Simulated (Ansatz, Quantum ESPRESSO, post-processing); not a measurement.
# Ba: work function by face, part 7 of 7

Wanted: work functions of Ba face by face, under two functionals.

Quantum ESPRESSO 7.5; plane-wave DFT, PBE, GBRV ultrasoft pseudopotentials; geometry and cross-check by Ansatz 0.2.0 with PAW datasets.

So far. Step 11 (Electrostatic potential of (100)): On (100) the work function under LDA lies +0.17 eV from PBE's. Step 12 (Relaxation with Ansatz of (111)): The relaxation lowers the energy by 7 meV an atom. Held were the atoms numbered 3, 4, 5, 6 and 7; the forces quoted are those on the free ones.

## Step 15: SCF with pw.x of (111), LDA

Level of this step: plane-wave DFT, LDA, GBRV ultrasoft pseudopotentials (Quantum ESPRESSO 7.5).

Input file 111.lda.in:

```
&control
  prefix = '111.lda'
  outdir = './out'
  pseudo_dir = './pseudo'
  calculation = 'scf'
  tprnfor = .true.
/
&system
  ibrav = 0
  nat = 9
  ntyp = 1
  ecutwfc = 40
  ecutrho = 200
  occupations = 'smearing'
  smearing = 'mv'
  degauss = 0.02
/
&electrons
  conv_thr = 1e-07
  mixing_beta = 0.4
  electron_maxstep = 120
  mixing_mode = 'local-TF'
/
ATOMIC_SPECIES
  Ba  137.3270  ba_lda_v1.uspp.F.UPF
CELL_PARAMETERS angstrom
  7.09935208311468 -0.00000000002887 0.00000000000000
  3.54967604158234 6.14821925437285 0.00000000000000
  0.00000000000000 0.00000000000000 27.59319340530000
ATOMIC_POSITIONS crystal
  Ba  0.333333333333 0.333333333333 0.292816392888
  Ba  0.666666666667 0.666666666667 0.351644830479
  Ba  0.000000000000 0.000000000000 0.394963286500
  Ba  0.333333333333 0.333333333333 0.447481643200
  Ba  0.666666666667 0.666666666667 0.500000000000
  Ba  0.000000000000 0.000000000000 0.552518356800
  Ba  0.333333333333 0.333333333333 0.605036713500
  Ba  0.666666666667 0.666666666667 0.648355200468
  Ba  -0.000000000000 0.000000000000 0.707183517467
K_POINTS automatic
  6 6 1 0 0 0
```

Launch:

```
$ OMP_NUM_THREADS=1 mpirun -n 4 pw.x -nk 2 -in 111.lda.in > 111.lda.out
```

The log of the run:

```text
[banner, memory and clock lines left out]
Program PWSCF v.7.5 starts
[...]
Message from routine setup:
[...]
number of electrons       =        90.00
     number of Kohn-Sham states=           54
     kinetic-energy cutoff     =      40.0000  Ry
     charge density cutoff     =     200.0000  Ry
[...]
number of k points=     7  Marzari-Vanderbilt smearing, width (Ry)=  0.0200
[...]
Dense  grid:   387949 G-vectors     FFT dimensions: (  72,  72, 240)
[...]
negative rho (up, down):  8.909E-01 0.000E+00
     Starting wfcs are  117 randomized atomic wfcs
[...]
negative rho (up, down):  8.683E-01 0.000E+00
[...]
estimated scf accuracy    <       2.03833339 Ry
[...]
negative rho (up, down):  7.843E-01 0.000E+00
[...]
estimated scf accuracy    <       1.49398320 Ry
[...]
negative rho (up, down):  8.703E-01 0.000E+00
[...]
estimated scf accuracy    <       1.47061293 Ry
[...]
negative rho (up, down):  8.575E-01 0.000E+00
[...]
estimated scf accuracy    <       0.96011451 Ry
[...]
negative rho (up, down):  8.416E-01 0.000E+00
[...]
estimated scf accuracy    <       0.83594887 Ry
[...]
negative rho (up, down):  8.454E-01 0.000E+00
[...]
estimated scf accuracy    <       0.37091695 Ry
[...]
negative rho (up, down):  8.550E-01 0.000E+00
[...]
estimated scf accuracy    <       0.08823689 Ry
[...]
negative rho (up, down):  8.434E-01 0.000E+00
[...]
estimated scf accuracy    <       0.01337065 Ry
[...]
negative rho (up, down):  8.338E-01 0.000E+00
[...]
estimated scf accuracy    <       0.00766127 Ry
[...]
negative rho (up, down):  8.290E-01 0.000E+00
[...]
estimated scf accuracy    <       0.02777183 Ry
[...]
negative rho (up, down):  8.350E-01 0.000E+00
[...]
estimated scf accuracy    <       0.01369167 Ry
[...]
negative rho (up, down):  8.373E-01 0.000E+00
[...]
estimated scf accuracy    <       0.03312642 Ry
[...]
negative rho (up, down):  8.335E-01 0.000E+00
[...]
estimated scf accuracy    <       0.00092417 Ry
[...]
negative rho (up, down):  8.321E-01 0.000E+00
[...]
estimated scf accuracy    <       0.00164875 Ry
[...]
negative rho (up, down):  8.330E-01 0.000E+00
[...]
estimated scf accuracy    <       0.00005996 Ry
[...]
negative rho (up, down):  8.329E-01 0.000E+00
[...]
estimated scf accuracy    <       0.00006043 Ry
[...]
negative rho (up, down):  8.332E-01 0.000E+00
[...]
estimated scf accuracy    <       0.00002486 Ry
[...]
negative rho (up, down):  8.340E-01 0.000E+00
[...]
estimated scf accuracy    <       0.00000314 Ry
[...]
negative rho (up, down):  8.339E-01 0.000E+00
[...]
estimated scf accuracy    <       0.00000137 Ry
[...]
negative rho (up, down):  8.337E-01 0.000E+00
[...]
estimated scf accuracy    <       0.00000088 Ry
[...]
negative rho (up, down):  8.338E-01 0.000E+00
[...]
estimated scf accuracy    <       0.00000013 Ry
[...]
negative rho (up, down):  8.338E-01 0.000E+00
[...]
the Fermi energy is     1.4025 ev
!    total energy              =    -632.92285113 Ry
     estimated scf accuracy    <          5.9E-09 Ry
     smearing contrib. (-TS)   =       0.00349277 Ry
     internal energy E=F+TS    =    -632.92634390 Ry
[...]
one-electron contribution =   -1768.15463490 Ry
     hartree contribution      =     888.36551275 Ry
     xc contribution           =    -248.05107155 Ry
     ewald contribution        =     494.91384979 Ry
     convergence has been achieved in  22 iterations
     negative rho (up, down):  8.338E-01 0.000E+00
[...]
Total force =     0.014556     Total SCF correction =     0.000180
[...]
```

Wall time 3.7 min (4 MPI ranks of Arm Neoverse V2, shared host); peak memory 3.1 GiB; 15 min of CPU time.

Numbers from this step:

```
free energy  : -8611.3541 eV
Fermi energy : 1.403 eV
```

## Step 16: Potential by pp.x of (111)

Input file 111.lda.pot.in:

```
&inputpp
  prefix = '111.lda'
  outdir = './out'
  filplot = '111.lda.pot.dat'
  plot_num = 11
/
```

Launch:

```
$ OMP_NUM_THREADS=1 mpirun -n 4 pp.x -in 111.lda.pot.in > 111.lda.pot.out
```

It took 1.7 s on 4 MPI ranks; peak memory 0.59 GiB.

Numbers from this step:

- work function of the upper face: 2.547 eV
- slope of the potential above: 0.002323 eV/Å
- upper vacuum line continued to the top atoms, over the Fermi level: 2.534 eV
- work function of the lower face: 2.547 eV
- slope of the potential below: -0.001742 eV/Å
- lower vacuum line continued to the bottom atoms, over the Fermi level: 2.537 eV

On (111) the work function under LDA lies +0.17 eV from PBE's.

## Step 17: The series side by side

All levels:

```csv
level,work function (eV),"Ansatz, PBE (eV)",CPU time (s)
"(110), PBE",2.403,2.431,758.2
"(110), LDA",2.57,-,749.4
"(100), PBE",2.353,2.358,239.9
"(100), LDA",2.526,-,222.4
"(111), PBE",2.379,2.378,827.9
"(111), LDA",2.547,-,895.8
```

## Step 18: By hand

For (110) under PBE, on the run's own zero: φ = 5.585 − (3.182) = 2.403 eV.

## Step 19: Summary of results

| Quantity | Value |
| --- | --- |
| work function of (110), PBE | 2.40 eV |
| work function of (110), LDA | 2.57 eV |
| work function of (100), PBE | 2.35 eV |
| work function of (100), LDA | 2.53 eV |
| work function of (111), PBE | 2.38 eV |
| work function of (111), LDA | 2.55 eV |

**Reading.** Under PBE the work functions are 2.40 eV on (110), 2.38 eV on (111) and 2.35 eV on (100). In order of packing, from 17.82 to 43.65 Å² an atom, the faces are (110), (100) and (111). The work function doesn't follow that order throughout, though the faces out of order lie within 0.1 eV, the error of these thin slabs. LDA lies +0.17 to +0.17 eV from PBE on the same atoms, nearly a rigid shift. The top two spacings change by -2.3 and +0.4 % on (110), +4.5 and -2.3 % on (100) and +12.0 and -17.5 % on (111). Ansatz, with Fermi-Dirac smearing and its own datasets, agrees within 0.03 eV under PBE. The slabs are thin and unreconstructed, at the tabulated lattice constant; thickness and mesh leave some 0.05 to 0.1 eV open.

Comparison with the measured values:

```
                                                                     quantity  measured       (110), PBE       (100), PBE       (111), PBE
work function, loosely compared (polycrystalline sample, no single face) (eV)      2.53  2.40 (-0.13 eV)  2.35 (-0.18 eV)  2.38 (-0.15 eV)
```

Measured values from arxiv:1902.07811 (2019).

Verdict: A polycrystal averages over faces, so this is a loose comparison.

[Logs are printed without paths, hosts, clocks, repeated set-up lines and the standing remarks that a program may print on its own settings, such as how far it seeks lower states.]

[Hosts, paths, dates, database ids (printed as entryN), source tags and the programs' standing remarks are cut or masked in the printed files.]

[Maps of the electrostatic potential energy from Ansatz leave out the sawtooth potential of an applied field or a dipole correction, so their vacuum need not be flat; planar profiles and work functions include it.]
